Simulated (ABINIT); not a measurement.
# Quasiparticle gap of InP (F-43m) in ABINIT, part 3 of 3

Aim: the G0W0 gap of InP (F-43m) on PBE, step by step.

ABINIT 10.8.3; PBE and many-body steps on it, plane waves. Known limits of the many-body steps: not at the basis limit; mesh may overstate the screening; no spin-orbit coupling; coarse k mesh.

So far. Step 3 (Bands along the symmetry lines): The gap is 0.709 eV, as in the run before at this level. Step 4 (Empty states on the mesh, 4×4×4 mesh, 37 bands): On this mesh the gap is 0.709 eV.

The database entry behind the starting cell differs from later determinations by our own check (0.1 to 0.3 % short, probably kX units), so it need not match the best structure at ambient conditions.

## 5. Screening, 4×4×4 mesh, 33 bands, screening to 87.1 eV

The RPA dielectric matrix is built and inverted for each q.

This step: RPA screening on PBE, plane waves, norm-conserving pseudopotentials.

run.abi reads:

```
acell 3*1.0 Angstrom
rprim 
  -0.000000000000 2.930500000000 2.930500000000
  2.930500000000 -0.000000000000 2.930500000000
  2.930500000000 2.930500000000 -0.000000000000
ntypat 2
znucl 49 15
natom 2
typat 1 2
xred 
  0.000000000000 0.000000000000 0.000000000000
  0.250000000000 0.250000000000 0.250000000000
pp_dirpath "pseudos"
pseudos "In.upf, P.upf"
ecut 33
ngkpt 4 4 4
nshiftk 1
shiftk 0 0 0
kptopt 1
chksymbreak 0
istwfk *1
occopt 1
irdwfk 1
optdriver 3
nband 33
ecuteps 3.2
inclvkb 2
awtr 1
symchi 1
indata_prefix "in"
outdata_prefix "out"
tmpdata_prefix "tmp"
```

Launch:

```console
> OMP_NUM_THREADS=1 mpirun -n 4 abinit run.abi > log
```

Numbers of over 12 decimals in the logs are rounded to 6 here.

Log:

```text
.Version 10.8.3 of ABINIT. v10.8.2 released Aug 2026.

 Symmetries : space group F-4 3 m (#216); Bravais cF (face-center cubic)
[... echo of the input left out ...]
== DATASET  1 ==================================================================
-   mpi_nproc: 4, omp_nthreads: 1 (-1 if OMP is not activated)

--- !DatasetInfo
iteration_state: {dtset: 1, }
dimensions: {natom: 2, nkpt: 8, mband: 33, nsppol: 1, nspinor: 1, nspden: 1, mpw: 3119, }
cutoff_energies: {ecut:  33.0, pawecutdg:  -1.0, }
electrons: {nelect:   2.60000000E+01, charge:   0.00000000E+00, occopt:   1.00000000E+00, tsmear:   1.00000000E-02, }

 SCREENING: Calculation of the susceptibility and dielectric matrices

 Based on a program developped by R.W. Godby, V. Olevano, G. Onida, and L. Reining.
 Incorporated in ABINIT by V. Olevano, G.-M. Rignanese, and M. Torrent.
.Using double precision arithmetic ; gwpc =  8

[... cell and pseudopotentials left out ...]
--------------------------------------------------------------------------------

 ==== K-mesh for the wavefunctions ====
 Number of points in the irreducible wedge :     8
[... list of points left out ...]
 Together with 24 symmetry operations and time-reversal symmetry
 yields    64 points in the full Brillouin Zone.

 ==== Q-mesh for the screening function ====
 Number of points in the irreducible wedge :     8
[... list of points left out ...]
 Together with 24 symmetry operations and time-reversal symmetry
 yields    64 points in the full Brillouin Zone.

 setmesh: FFT mesh size selected  =    27x   27x   27
          total number of points  =        19683

 vcoul_init : cutoff-mode = AUXILIARY_FUNCTION
 q-points for optical limit:   1
     1)      0.000010    0.000020    0.000030

- screening: taking advantage of time-reversal symmetry
- Maximum band index for partially occupied states nbvw = 13
- Remaining bands to be divided among processors   nbcw = 20
- Number of bands treated by each node ~5

 Number of electrons calculated from density =   26.0000; Expected =   26.0000
 average of density, n =  0.076546
 r_s =    1.4610
 omega_plasma =   26.6880 [eV]

 calculating chi0 at frequencies [eV] :
  1    0.000000E+00    0.000000E+00
  2    0.000000E+00    2.668802E+01

--------------------------------------------------------------------------------
  q-point number  1        q = ( 0.000000, 0.000000, 0.000000) [r.l.u.]
--------------------------------------------------------------------------------
[... chi0 elements left out ...]
 For q-point:  0.000010 0.000020 0.000030
  dielectric constant =  44.1252
  dielectric constant without local fields =  46.8500

  Average fulfillment of the sum rule on Im[epsilon] for q-point    1 :     23.24  [%]
[... wings left out ...]
  q-point number  2        q = ( 0.250000, 0.000000, 0.000000) [r.l.u.]
--------------------------------------------------------------------------------
[... chi0 elements left out ...]
  Average fulfillment of the sum rule on Im[epsilon] for q-point    2 :     36.40  [%]

 [... 6 further q-points ...]
```

The job ended after 6.6 s (4 MPI ranks of Arm Neoverse V1, shared host; peak memory 0.55 GiB).

Numbers from this step:

| Item | Value |
| --- | --- |
| ε∞ with local fields, on this mesh, along the program's q direction | 44.13 |
| the same without local fields | 46.85 |
| plasma frequency | 26.69 eV |
| plane waves in the screening matrix | 89 |

Local fields lower ε∞ by 6 %. On a Γ-centred mesh this coarse the value itself is usually too large, while a short band sum pulls it down.

## 6. Self-energy, 4×4×4 mesh, 33 bands, screening to 87.1 eV

The self-energy is evaluated for the states that the input lists, and the levels follow from it, in one-shot runs by the linearised quasiparticle equation.

This step: G0W0 on PBE, plane waves, norm-conserving pseudopotentials.

Edit run.abi of step 5 so:

```diff
@@ -23,8 +23,15 @@
 irdwfk 1
-optdriver 3
+optdriver 4
 nband 33
+gwcalctyp 0
+ecutsigx 33
+symsigma 1
+nkptgw 1
+kptgw 
+  0.0000000000 0.0000000000 0.0000000000
+bdgw 
+  11 17
 ecuteps 3.2
-inclvkb 2
-awtr 1
-symchi 1
+irdscr 1
+ppmodel 1
 indata_prefix "in"
```

Log:

```text
.Version 10.8.3 of ABINIT. v10.8.2 released Aug 2026.

 Symmetries : space group F-4 3 m (#216); Bravais cF (face-center cubic)
[... echo of the input left out ...]
== DATASET  1 ==================================================================
-   mpi_nproc: 4, omp_nthreads: 1 (-1 if OMP is not activated)

--- !DatasetInfo
iteration_state: {dtset: 1, }
dimensions: {natom: 2, nkpt: 8, mband: 33, nsppol: 1, nspinor: 1, nspden: 1, mpw: 3119, }
cutoff_energies: {ecut:  33.0, pawecutdg:  -1.0, }
electrons: {nelect:   2.60000000E+01, charge:   0.00000000E+00, occopt:   1.00000000E+00, tsmear:   1.00000000E-02, }

 SIGMA: Calculation of the GW corrections

 Based on a program developped by R.W. Godby, V. Olevano, G. Onida, and L. Reining.
 Incorporated in ABINIT by V. Olevano, G.-M. Rignanese, and M. Torrent.
.Using double precision arithmetic ; gwpc =  8

[... cell and pseudopotentials left out ...]
--------------------------------------------------------------------------------

 ==== K-mesh for the wavefunctions ====
 Number of points in the irreducible wedge :     8
[... list of points left out ...]
 Together with 24 symmetry operations and time-reversal symmetry
 yields    64 points in the full Brillouin Zone.

 ==== Q-mesh for screening function ====
 Number of points in the irreducible wedge :     8
[... list of points left out ...]
 Together with 24 symmetry operations and time-reversal symmetry
 yields    64 points in the full Brillouin Zone.

 vcoul_init : cutoff-mode = AUXILIARY_FUNCTION
 q-points for optical limit:   1
     1)      0.000010    0.000020    0.000030
 setmesh: FFT mesh size selected  =    45x   45x   45
          total number of points  =        91125

 Number of electrons calculated from density =   26.0000; Expected =   26.0000
 average of density, n =  0.076546
 r_s =    1.4610
 omega_plasma =   26.6880 [eV]

 === KS Band Gaps ===
  >>>> For spin  1
   Minimum direct gap =   0.7091 [eV], located at k-point      :   0.0000  0.0000  0.0000
   Fundamental gap    =   0.7091 [eV], Top of valence bands at :   0.0000  0.0000  0.0000
                                       Bottom of conduction at :   0.0000  0.0000  0.0000
 SIGMA fundamental parameters:
 PLASMON POLE MODEL  1
 number of plane-waves for SigmaX                 3119
 number of plane-waves for SigmaC and W             89
 number of plane-waves for wavefunctions          3119
 number of bands                                    33
 number of independent spin polarizations            1
 number of spinorial components                      1
 number of k-points in IBZ                           8
 number of q-points in IBZ                           8
 number of symmetry operations                      24
 number of k-points in BZ                           64
 number of q-points in BZ                           64
 number of frequencies for dSigma/dE                 9
 frequency step for dSigma/dE [eV]                0.25
 number of omega for Sigma on real axis              0
 max omega for Sigma on real axis  [eV]           0.00
 zcut for avoiding poles [eV]                     0.10

 EPSILON^-1 parameters (SCR file):
 dimension of the eps^-1 matrix on file             89
 dimension of the eps^-1 matrix used                89
 number of plane-waves for wavefunctions          3119
 number of bands                                    33
 number of q-points in IBZ                           8
 number of frequencies                               2
 number of real frequencies                          1
 number of imag frequencies                          1

 matrix elements of self-energy operator (all in [eV])

 Perturbative Calculation

--- !SelfEnergy_ee
iteration_state: {dtset: 1, }
kpoint     : [   0.000,    0.000,    0.000, ]
spin       : 1
KS_gap     :    0.709
QP_gap     :    1.418
Delta_QP_KS:    0.708
data: !SigmaeeData |
     Band     E0 <VxcDFT>   SigX SigC(E0)      Z dSigC/dE  Sig(E)    E-E0       E
       11   4.964 -12.923 -14.819   2.016   0.777  -0.286 -12.830   0.093   5.058
       12   4.964 -12.923 -14.819   2.016   0.777  -0.286 -12.830   0.093   5.058
       13   4.964 -12.923 -14.819   2.016   0.777  -0.286 -12.830   0.093   5.058
       14   5.673 -11.725  -7.716  -2.998   0.794  -0.260 -10.923   0.802   6.475
       15   9.052 -10.790  -6.317  -3.401   0.801  -0.248  -9.931   0.859   9.911
       16   9.052 -10.790  -6.317  -3.401   0.801  -0.248  -9.931   0.859   9.911
       17   9.052 -10.790  -6.317  -3.401   0.801  -0.248  -9.931   0.859   9.911

== END DATASET(S) ==============================================================
================================================================================

 -outvars: echo values of variables after computation  --------
           etotal      0.0000000000E+00
            nband          33
             nkpt           8
          spgroup         216
 [... the other variables as echoed above ...]

 Calculation completed.
```

Wall time 3.2 s (4 MPI ranks); peak memory 0.54 GiB.

This step gave:

- G0W0 gap on the points computed: 1.417 eV
- starting gap on the mesh: 0.7089 eV
- k of the valence top: 0, 0, 0
- k of the conduction bottom: 0, 0, 0
- Z at the valence top: 0.777
- Z at the conduction bottom: 0.794
- least direct G0W0 gap on the computed points: 1.417 eV

The gap on the mesh goes from 0.71 eV to 1.42 eV, a correction of +0.71 eV.

Limits: finite bands, cutoff and mesh; no spin-orbit coupling; coarse k mesh. v1 is the top filled band, c1 the lowest empty one. Levels before and after the correction, in eV, zero at the valence-band top of each column:

|  | conduction bottom | valence top |
| --- | --- | --- |
| Kohn-Sham | 0.71 | 0.00 |
| G0W0 | 1.42 | 0.00 |

|  | level | energy (eV) |
| --- | --- | --- |
| Kohn-Sham | Γ v3-v1 | 0.000 |
| Kohn-Sham | Γ c1 | 0.709 |
| Kohn-Sham | Γ c2-c4 | 4.087 |
| G0W0 | Γ v3-v1 | 0.000 |
| G0W0 | Γ c1 | 1.417 |
| G0W0 | Γ c2-c4 | 4.853 |

## 7. Where the time went

Times are wall times on 4 MPI ranks of Arm Neoverse V1, shared host, good to a factor of about two.

| step | time | share | memory (GiB) |
| --- | --- | --- | --- |
| ground state | 13 s | 28 % | 0.39 |
| bands along the symmetry lines | 17 s | 36 % | 0.35 |
| empty states on the mesh | 7.1 s | 15 % | 0.31 |
| screening | 6.6 s | 14 % | 0.55 |
| self-energy | 3.2 s | 7 % | 0.54 |

## 8. Summary of results

| Property | Result |
| --- | --- |
| PBE gap | 0.71 eV, direct |
| G0W0 gap on the mesh | 1.42 eV |
| GW settings | 4×4×4 mesh, 33 bands, screening to 87.1 eV, Godby-Needs plasmon pole |
| known limits | not at the basis limit; mesh may overstate the screening; no spin-orbit coupling; coarse k mesh |

What this shows: G0W0 moves the gap on the mesh from 0.71 eV to 1.42 eV (+0.71 eV), with Z of 0.78 and 0.79 at the edges. Local fields lower the RPA ε∞ on this mesh from 46.85 to 44.13; a Γ-centred mesh this coarse tends to raise both, most where the direct gap is narrow, while a short band sum lowers them. Only 1 of the mesh's irreducible points was corrected, so a valley elsewhere could overtake. Bands and cutoff are finite, so the gap is not at the basis limit. The miss can reach some tenths of an eV and take either sign; the mesh is an error of its own. In the G0W0 run levels were corrected at 1 k point alone, so a gap called «on the mesh» is the least over those, and an edge elsewhere would be missed. The 4×4×4 mesh is coarse for this cell, which bears on the long-range parts of exchange and screening. The RPA ε∞ on this mesh reaches over 25; with a narrow direct gap a coarse mesh can overstate it, and the correction is then too small. The many-body steps are scalar-relativistic: spin-orbit coupling is not in them.

[Paths, hosts, dates, memory and timing lines, banners, echoed tables and standing remarks are left out of the program output.]

[Logs are printed without paths, hosts, clocks, repeated set-up lines and the standing remarks that a program may print on its own settings, such as how far it seeks lower states.]

[Runs of the session that timed out or met a known fault of the program may be left out.]

[Hosts, paths, dates, database ids (printed as entryN), source tags and the programs' standing remarks are cut or masked in the printed files.]

[G0W0 gaps are taken among the corrected bands and points alone; a level outside them can change the order at an edge.]

[Where Ansatz stands beside ABINIT at settings called matched, ABINIT's density can come from a denser mesh and the files from another edition; pairs whose starting gaps differed by over 0.03 eV were left out, so agreement reads better than it is.]
